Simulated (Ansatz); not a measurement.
## CeO2 (Fm-3m): bands and screening cutoff converge together

Aim: vary empty bands and screening cutoff apart and together in G0W0 on CeO2 (Fm-3m).

Calculated with Ansatz 0.2.0; G0W0 on PBE, plane waves, PAW; PAW set soft_1.

In doubt: the elements are of a kind flagged for part-filled d or f shells, though by formal charges that shell is empty here, so the flag may not apply.

### Step 1. Set-up

Symmetry: Fm-3m, No. 225, cubic system. The conventional cell has a = 5.407 Å, b = 5.407 Å, c = 5.407 Å, α = 90.00°, β = 90.00°, γ = 90.00°. Nearest to Ce lie 8 O at 2.34 Å. Nearest to O lie 4 Ce at 2.34 Å. Farther neighbours and most contacts between anions are not listed.

The cell and positions come from the Crystallography Open Database and are kept as given unless a step says otherwise. Spin-orbit coupling is left out unless a step names it.

### Step 2. 31 empty bands, screening to 50 eV

Now the one-shot GW correction: screening in the RPA, then the self-energy of the levels asked for. This step takes PAW set soft_1 files.

The input, input.yaml:

```yaml
crystal:
  lattice:
    - [0.0, 2.70365, 2.70365]
    - [2.70365, 0.0, 2.70365]
    - [2.70365, 2.70365, 0.0]
  atoms:
    - { symbol: Ce, position: [0.0, 0.0, 0.0] }
    - { symbol: O, position: [0.25, 0.25, 0.25] }
    - { symbol: O, position: [0.75, 0.75, 0.75] }
kpoints:
  mp_grid: { grid: [6, 6, 6] }
hamiltonian:
  xc: pbe
  pseudopotentials: { kind: paw, azcp: { folder: soft_1 } }
scf:
  occupations: { method: fixed }
gw:
  n_empty_bands: 31
  ecut_chi: 50
  qp_bands: [v2, c2]
  qp_kpoints: band_edges
  screening: { model: contour_deformation }
```

On the command line:

```console
$ ansatz run input.yaml --threads 3 --pin off --max-ram 92160MiB --backend cuda --events-out ev --progress --plain --runs-dir out --devices 1 --max-vram 13GiB
```

Numbers of over 12 decimals in the logs are rounded to 6 here.

The log of the run:

```text
GPUs: using 1 of 1 available (devices: 1).
Engine: ansatz 0.2.0, x86_64-unknown-linux-gnu
Pseudopotentials: kind: paw
Pseudopotential: Ce, paw, valence charge 12, recommended cutoff 420 eV (normal), soft_1/Ce.paw.azcp
Pseudopotential: O, paw, valence charge 6, recommended cutoff 420 eV (normal), soft_1/O.paw.azcp
Functional definition: PBE
  parameter kappa = 0.804
  parameter beta = 0.066725
  exchange = pbe_x(kappa = kappa, mu = beta*pi^2/3)
  correlation = pbe_c(beta = beta)
device memory: the entry about to start is reckoned to put 0.5 GiB on a device that reports 47.0 GiB free (of which the cap on the GPU budget leaves the run 13.0 GiB)
GPU FFT provider: cuFFT
GPU libraries: cuBLAS 13.8.2, cuFFT 12.4.0, cuSOLVER 12.3.4
Crystal: 3 atoms, lattice volume = 39.526 Å³
Basis set: ecut = 420 eV, 749 PW (Γ)
Bands: 16, of which v1, the nominal top of the filled ones, is band 12 counted from 1 (11 counted from 0)
Symmetry: 48 space group operations
Space group: Fm-3m (ITA 225), of the structure as read, at distance tolerance 3.4e-5 Å
k-points: 16 of 216
Non-local potential: Ce, projectors of the file, l = 0: 3, l = 1: 2, l = 2: 2, l = 3: 3
Non-local potential: O, projectors of the file, l = 0: 2, l = 1: 2, l = 2: 1
PAW form: soft (Blöchl's): semilocal exchange-correlation on the pseudo side does not see the compensation charge
PAW one-centre angular grid: Ce, 590 points (default); XC on 64 Gauss nodes
PAW one-centre angular grid: O, 110 points (default); XC on 64 Gauss nodes
Initial density: superposition of atomic densities (chi_scale 0.1, normalization cell, long waves kept (reshape's long-wave potential 0.00 eV rms))
Initial wavefunctions: pseudopotential atomic-orbital guess
GPU buffer pool allocated for 19683 grid points (all kernels)
GPU transforms: local potential and band sums: pruned to the plane-wave sphere, on 25×25×25
Functional: x = pbe(κ = 0.804, μ = 0.219515), c = pbe(β = 0.066725)
SCF iter   1: F=—  HF=-7716.061747 eV  |F-HF|=—  |Δ(HF+E_count)|=         —  Δρ=4.82e-2  dr2=6.40e-1  ethr=3.10e-3  ⟨swp⟩=4.0  Hψ=1022  notcnv=0  defer=17
preconditioner: auto → none  [insulator: Δε(μ)=2.178 eV  Ē_g=10.308 eV  n_scr=14 (ndim 8)  ℏωp=27.7 eV  f_vac=0.000  ε∞_Penn≈8.2]
SCF iter   2: F=—  HF=-7715.994605 eV  |F-HF|=—  |Δ(HF+E_count)|=   6.71e-2  Δρ=2.18e-2  dr2=1.40e-1  ethr=2.67e-3  ⟨swp⟩=2.8  Hψ=480  notcnv=0  defer=9
SCF iter   3: F=—  HF=-7716.029597 eV  |F-HF|=—  |Δ(HF+E_count)|=   3.50e-2  Δρ=1.48e-2  dr2=1.07e-1  ethr=5.82e-4  ⟨swp⟩=2.9  Hψ=450  notcnv=0  defer=8
SCF iter   4: F=—  HF=-7716.016413 eV  |F-HF|=—  |Δ(HF+E_count)|=   1.32e-2  Δρ=4.37e-3  dr2=6.33e-3  ethr=4.44e-4  ⟨swp⟩=2.6  Hψ=404  notcnv=0  defer=11
SCF iter   5: F=—  HF=-7716.016399 eV  |F-HF|=—  |Δ(HF+E_count)|=   1.42e-5  Δρ=7.95e-4  dr2=9.74e-5  ethr=2.64e-5  ⟨swp⟩=2.5  Hψ=371  notcnv=0  defer=26
SCF iter   6: F=—  HF=-7716.016493 eV  |F-HF|=—  |Δ(HF+E_count)|=   9.42e-5  Δρ=2.08e-4  dr2=1.55e-5  ethr=4.06e-7  ⟨swp⟩=2.0  Hψ=416  notcnv=0  defer=27
SCF iter   7: F=—  HF=-7716.016495 eV  |F-HF|=—  |Δ(HF+E_count)|=   1.99e-6  Δρ=3.05e-5  dr2=3.41e-7  ethr=6.44e-8  ⟨swp⟩=2.0  Hψ=328  notcnv=0  defer=27
SCF iter   8: F=-7716.016495 eV  HF=-7716.016495 eV  |F-HF|=2.28e-8  |Δ(HF+E_count)|=   1.15e-7  Δρ=7.72e-6  dr2=3.03e-8  ethr=4.17e-10  ⟨swp⟩=5.8  Hψ=998  notcnv=0
SCF 1 converged in 8 iterations: F = -7716.016495 eV  dr2 = 3.03e-8
[...]
device memory: the entry about to start is reckoned to put 0.5 GiB on a device that reports 47.0 GiB free (of which the cap on the GPU budget leaves the run 13.0 GiB)
NSCF: frozen V_eff on 16 k-points, pencils in batches of 32, up to order 64
[...]
device memory: the entry about to start is reckoned to put 1.0 GiB on a device that reports 47.0 GiB free (of which the cap on the GPU budget leaves the run 13.0 GiB)
NSCF: frozen V_eff on 16 k-points
G₀W₀ screening: q 1/16
[... further progress lines ...]
[...]
k-point 1: bands = [... 8 lower, 7.6312, 9.9982, 10.1314, 10.1314, 13.1149, 13.1149, 13.1456, 13.4282]
  k-point 2: bands = [... 8 lower, 8.9174, 9.7371, 10.0317, 10.0317, 13.0370, 13.0370, 13.0886, 13.1504]
  k-point 15: bands = [... 8 lower, 9.7130, 9.8897, 10.0783, 10.1820, 12.9046, 12.9851, 12.9950, 13.1496]
--- G₀W₀: contour deformation, 6 samples at zero and on the imaginary axis and 1 off it, 216 q-points, 31 empty bands' worth ---
  eigenvalues of the whole cell's RPA ε∞ on this k-mesh (on a slab, of 1 + 4πα/V) = 7.6563, 7.6563, 7.6563; static W/v taken at q = 0 is 0.130612
  bands read: the sum over 43 bands ends inside a degenerate multiplet in 1 slot, whose members it reads at an even weight; the widest, k=4: bands 43 to 44 (counted from 1) at 1/2 each
  gw.qp_kpoints: band_edges: 16 of 16 stored k-points solved, in 1 pass; an edge of the gap read off the rows below is read off those points alone
  `?` marks the rows in doubt; gw_qp.tsv's column doubts and the gw_qp event give each row's grounds
    ik  band        ε_KS         Σx   Σc(E_QP)       V_xc       Z   E_QP_lin       E_QP  E_QP is
     0    11     10.2227   -25.9571     3.7892   -22.8741  0.6862    10.9172    10.9289  root
     0    12     10.2227   -25.9571     3.7892   -22.8741  0.6862    10.9172    10.9289  root
     0    13     13.1432   -23.6621   -12.2933   -38.5726  0.5683    16.3131    15.7603  root ?
     0    14     13.1432   -23.6621   -12.2933   -38.5726  0.5683    16.3131    15.7603  root ?
     1    11     10.1314   -25.6074     3.9996   -22.2117  0.6875    10.7258    10.7352  root
     1    12     10.1314   -25.6074     3.9996   -22.2117  0.6875    10.7258    10.7352  root
     1    13     13.1149   -23.5377   -12.1192   -38.2693  0.5718    16.2730    15.7273  root ?
     1    14     13.1149   -23.5377   -12.1192   -38.2693  0.5718    16.2730    15.7273  root ?
     2    11     10.0317   -25.5288     4.1669   -21.9068  0.6884    10.5685    10.5766  root
     2    12     10.0317   -25.5288     4.1669   -21.9068  0.6884    10.5685    10.5766  root
     2    13     13.0370   -23.5552   -11.8356   -38.0059  0.5778    16.1907    15.6521  root ?
     2    14     13.0370   -23.5552   -11.8356   -38.0059  0.5778    16.1907    15.6521  root ?
     3    11     10.0479   -25.9106     4.1067   -22.4116  0.6884    10.6459    10.6556  root
     3    12     10.0479   -25.9106     4.1067   -22.4116  0.6884    10.6459    10.6556  root
     3    13     12.8147   -23.1984   -10.8566   -36.6457  0.5990    15.9140    15.4053  root ?
     3    14     13.0016   -23.6853   -11.7755   -38.0850  0.5792    16.1644    15.6258  root ?
     4    11     10.4210   -26.1407     3.7803   -23.0754  0.6905    11.1249    11.1360  root
     4    12     10.4210   -26.1407     3.7803   -23.0754  0.6905    11.1249    11.1360  root
     4    13     13.0563   -23.3855   -12.0269   -38.0395  0.5757    16.2286    15.6835  root ?
     4    14     13.1588   -23.6386   -12.2148   -38.4581  0.5686    16.3103    15.7634  root ?
     5    11     10.4179   -26.0729     3.9572   -22.7677  0.6934    11.0603    11.0699  root
     5    12     10.4535   -25.9414     4.1902   -22.3126  0.6955    11.0074    11.0148  root
     5    13     12.9849   -23.3491   -11.7849   -37.7639  0.5811    16.1549    15.6148  root ?
     5    14     13.0900   -23.6254   -11.7346   -37.9421  0.5766    16.2018    15.6722  root ?
     6    11     10.1013   -25.8608     4.1925   -22.2400  0.6905    10.6645    10.6730  root
     6    12     10.4960   -25.8666     4.5902   -21.7102  0.6998    10.9250    10.9298  root
     6    13     12.8741   -23.2485   -10.9627   -36.7837  0.5950    15.9559    15.4466  root ?
     6    14     12.9809   -23.6276   -11.7184   -37.9711  0.5808    16.1441    15.6059  root ?
[...]
13    12     10.7325   -26.2843     4.2805   -22.5699  0.7015    11.2917    11.2986  root
[...]
13    14     13.0494   -23.6253   -11.7435   -37.9680  0.5780    16.1817    15.6486  root ?
    14    11      9.9870   -26.2997     4.3104   -22.6067  0.6867    10.5942    10.6044  root
    14    12     10.5871   -25.8841     4.7367   -21.5474  0.7025    10.9832    10.9872  root
    14    13     12.8772   -23.2100   -11.0475   -36.8264  0.5935    15.9592    15.4461  root ?
    14    14     13.0002   -23.7346   -11.6759   -38.0245  0.5802    16.1489    15.6141  root ?
    15    11     10.0783   -26.0712     4.5812   -22.0263  0.6860    10.6066    10.6147  root
    15    12     10.1820   -26.0898     4.5835   -22.0479  0.6878    10.7155    10.7236  root
    15    13     12.9046   -23.3733   -11.1762   -37.1234  0.5904    15.9993    15.4784  root ?
    15    14     12.9851   -23.8133   -11.5982   -38.0180  0.5812    16.1256    15.5916  root ?
[key lines of the parts left out:]
SCF converged after 8 iterations
Free energy (F): -7716.016495 eV
Fermi energy:    10.732522 eV
```

Run time: 14 s. Hardware: 1 × NVIDIA H100 80GB HBM3 (shared by 6 runs) with 3 threads of AMD EPYC 7R13 (Zen 3), shared host; peak memory 0.99 GiB.

Numbers from this step:

- bands summed: 43
- RPA ε∞ on this mesh (eigenvalues): 7.656, 7.656, 7.656
- plane waves in the screening matrix: 27
- q-points in the mesh: 216
- G0W0 gap on the mesh: 4.075 eV
- k of the valence top: 0, 0.1667, -0.1667
- k of the conduction bottom: 0, 0, -0.5
- starting gap on the mesh: 2.082 eV
- Z at the valence top: 0.6946
- Z at the conduction bottom: 0.5990
- least direct G0W0 gap on the computed points: 4.196 eV

The gap on the mesh goes from 2.08 eV to 4.07 eV, a correction of +1.99 eV, though a band edge has moved to another state. The program marks an edge row as in doubt.

### Step 3. 164 empty bands, screening to 50 eV

Changes to input.yaml since step 2:

```diff
@@ -17,3 +17,3 @@
 gw:
-  n_empty_bands: 31
+  n_empty_bands: 164
   ecut_chi: 50
```

The log of the run:

```text
GPUs: using 1 of 1 available (devices: 1).
[...]
GPU FFT provider: cuFFT
GPU libraries: cuBLAS 13.8.2, cuFFT 12.4.0, cuSOLVER 12.3.4
Crystal: 3 atoms, lattice volume = 39.526 Å³
Basis set: ecut = 420 eV, 749 PW (Γ)
Bands: 16, of which v1, the nominal top of the filled ones, is band 12 counted from 1 (11 counted from 0)
Symmetry: 48 space group operations
[...]
k-points: 16 of 216
[...]
14    14     13.0002   -23.7346   -11.7998   -38.0245  0.5880    16.0403    15.4902  root ?
    15    11     10.0783   -26.0712     4.3052   -22.0263  0.6878    10.3367    10.3387  root
    15    12     10.1820   -26.0898     4.3033   -22.0479  0.6895    10.4413    10.4433  root
    15    13     12.9046   -23.3733   -11.2893   -37.1234  0.5981    15.8832    15.3654  root ?
    15    14     12.9851   -23.8133   -11.7187   -38.0180  0.5890    16.0183    15.4711  root ?
[key lines of the parts left out:]
SCF converged after 8 iterations
Free energy (F): -7716.016495 eV
Fermi energy:    10.732522 eV
```

Elapsed: 21 s, on 1 × NVIDIA H100 80GB HBM3 (shared by 6 runs) with 3 threads; peak memory 1.1 GiB; 29 s of CPU time.

Numbers from this step:

* bands summed: 176
* RPA ε∞ on this mesh (eigenvalues): 7.671, 7.671, 7.671
* plane waves in the screening matrix: 27
* G0W0 gap on the mesh: 4.244 eV
* k of the valence top: 0, 0.1667, -0.1667
* k of the conduction bottom: 0, 0, -0.5
* starting gap on the mesh: 2.082 eV
* least direct G0W0 gap on the computed points: 4.365 eV

Against the run with 6×6×6 mesh, 31 empty bands, screening to 50 eV, PAW set soft_1 files, the gap moves by +0.17 eV.

### Step 4. 89 empty bands, screening to 100 eV

Bands and screening cutoff are moved together, since each hides the error of the other.

Changes to input.yaml since step 3:

```diff
@@ -17,4 +17,4 @@
 gw:
-  n_empty_bands: 164
-  ecut_chi: 50
+  n_empty_bands: 89
+  ecut_chi: 100
   qp_bands: [v2, c2]
```

The log of the run:

```text
GPUs: using 1 of 1 available (devices: 1).
[...]
GPU FFT provider: cuFFT
GPU libraries: cuBLAS 13.8.2, cuFFT 12.4.0, cuSOLVER 12.3.4
Crystal: 3 atoms, lattice volume = 39.526 Å³
Basis set: ecut = 420 eV, 749 PW (Γ)
Bands: 16, of which v1, the nominal top of the filled ones, is band 12 counted from 1 (11 counted from 0)
Symmetry: 48 space group operations
[...]
k-points: 16 of 216
[...]
14    14     13.0002   -23.7346   -12.3431   -38.0245  0.5649    15.3846    14.9470  root ?
    15    11     10.0783   -26.0712     4.2653   -22.0263  0.6789    10.2973    10.2988  root
    15    12     10.1820   -26.0898     4.2610   -22.0479  0.6806    10.3996    10.4010  root
    15    13     12.9046   -23.3733   -11.7927   -37.1234  0.5755    15.2585    14.8620  root ?
    15    14     12.9851   -23.8133   -12.2572   -38.0180  0.5660    15.3680    14.9326  root ?
[key lines of the parts left out:]
SCF converged after 8 iterations
Free energy (F): -7716.016495 eV
Fermi energy:    10.732522 eV
```

The job ended after 16 s (1 × NVIDIA H100 80GB HBM3 (shared by 6 runs) with 3 threads; peak memory 1 GiB).

The G0W0 gap on the mesh is 3.811 eV.

### Step 5. 466 empty bands, screening to 100 eV

Changes to input.yaml since step 4:

```diff
@@ -17,3 +17,3 @@
 gw:
-  n_empty_bands: 89
+  n_empty_bands: 466
   ecut_chi: 100
```

The log of the run:

```text
GPUs: using 1 of 1 available (devices: 1).
[...]
GPU FFT provider: cuFFT
GPU libraries: cuBLAS 13.8.2, cuFFT 12.4.0, cuSOLVER 12.3.4
Crystal: 3 atoms, lattice volume = 39.526 Å³
Basis set: ecut = 420 eV, 749 PW (Γ)
Bands: 16, of which v1, the nominal top of the filled ones, is band 12 counted from 1 (11 counted from 0)
Symmetry: 48 space group operations
[...]
k-points: 16 of 216
[...]
14    14     13.0002   -23.7346   -12.3817   -38.0245  0.5681    15.2916    14.9084  root ?
    15    11     10.0783   -26.0712     4.0981   -22.0263  0.6790    10.1316    10.1317  root
    15    12     10.1820   -26.0898     4.0920   -22.0479  0.6808    10.2319    10.2320  root
    15    13     12.9046   -23.3733   -11.8370   -37.1234  0.5786    15.1638    14.8177  root ?
    15    14     12.9851   -23.8133   -12.2952   -38.0180  0.5692    15.2754    14.8946  root ?
[key lines of the parts left out:]
SCF converged after 8 iterations
Free energy (F): -7716.016495 eV
Fermi energy:    10.732522 eV
```

Wall time 44 s (1 × NVIDIA H100 80GB HBM3 (shared by 6 runs) with 3 threads); peak memory 1.4 GiB; 71 s of CPU time.

The G0W0 gap on the mesh is 3.932 eV.

### Step 6. 31 empty bands, screening to 150 eV

Changes to input.yaml since step 5:

```diff
@@ -17,4 +17,4 @@
 gw:
-  n_empty_bands: 466
-  ecut_chi: 100
+  n_empty_bands: 31
+  ecut_chi: 150
   qp_bands: [v2, c2]
```

The log of the run:

```text
GPUs: using 1 of 1 available (devices: 1).
[...]
GPU FFT provider: cuFFT
GPU libraries: cuBLAS 13.8.2, cuFFT 12.4.0, cuSOLVER 12.3.4
Crystal: 3 atoms, lattice volume = 39.526 Å³
Basis set: ecut = 420 eV, 749 PW (Γ)
Bands: 16, of which v1, the nominal top of the filled ones, is band 12 counted from 1 (11 counted from 0)
Symmetry: 48 space group operations
[...]
k-points: 16 of 216
[...]
14    14     13.0002   -23.7346   -12.3837   -38.0245  0.5458    15.3276    14.9064  root ?
    15    11     10.0783   -26.0712     4.6510   -22.0263  0.6725    10.6741    10.6844  root
    15    12     10.1820   -26.0898     4.6522   -22.0479  0.6745    10.7820    10.7923  root
    15    13     12.9046   -23.3733   -11.8256   -37.1234  0.5567    15.2156    14.8291  root ?
    15    14     12.9851   -23.8133   -12.2971   -38.0180  0.5468    15.3110    14.8927  root ?
[key lines of the parts left out:]
SCF converged after 8 iterations
Free energy (F): -7716.016495 eV
Fermi energy:    10.732522 eV
```

Wall time 12 s (1 × NVIDIA H100 80GB HBM3 (shared by 6 runs) with 3 threads); peak memory 1 GiB.

The G0W0 gap on the mesh is 3.413 eV.

### Step 7. 164 empty bands, screening to 150 eV

Changes to input.yaml since step 6:

```diff
@@ -17,3 +17,3 @@
 gw:
-  n_empty_bands: 31
+  n_empty_bands: 164
   ecut_chi: 150
```

The log of the run:

```text
GPUs: using 1 of 1 available (devices: 1).
[...]
GPU FFT provider: cuFFT
GPU libraries: cuBLAS 13.8.2, cuFFT 12.4.0, cuSOLVER 12.3.4
Crystal: 3 atoms, lattice volume = 39.526 Å³
Basis set: ecut = 420 eV, 749 PW (Γ)
Bands: 16, of which v1, the nominal top of the filled ones, is band 12 counted from 1 (11 counted from 0)
Symmetry: 48 space group operations
[...]
k-points: 16 of 216
[...]
14    14     13.0002   -23.7346   -12.4909   -38.0245  0.5588    15.1185    14.7992  root ?
    15    11     10.0783   -26.0712     4.0769   -22.0263  0.6745    10.1103    10.1104  root
    15    12     10.1820   -26.0898     4.0708   -22.0479  0.6763    10.2108    10.2108  root
    15    13     12.9046   -23.3733   -11.9466   -37.1234  0.5694    15.0001    14.7080  root ?
    15    14     12.9851   -23.8133   -12.4033   -38.0180  0.5598    15.1041    14.7865  root ?
[key lines of the parts left out:]
SCF converged after 8 iterations
Free energy (F): -7716.016495 eV
Fermi energy:    10.732522 eV
```

Elapsed: 22 s, on 1 × NVIDIA H100 80GB HBM3 (shared by 6 runs) with 3 threads; peak memory 1.1 GiB.

The G0W0 gap on the mesh is 3.858 eV.

[end of part 1 of 2]

[Paths, hosts, dates, memory and timing lines, banners, echoed tables and standing remarks are left out of the program output.]

[Logs are printed without paths, hosts, clocks, repeated set-up lines and the standing remarks that a program may print on its own settings, such as how far it seeks lower states.]

[Runs of the session that timed out or met a known fault of the program may be left out.]

[Cells called generated may have been cut or substituted from an entry of the Crystallography Open Database or the Materials Project.]

[Hosts, paths, dates, database ids (printed as entryN), source tags and the programs' standing remarks are cut or masked in the printed files.]
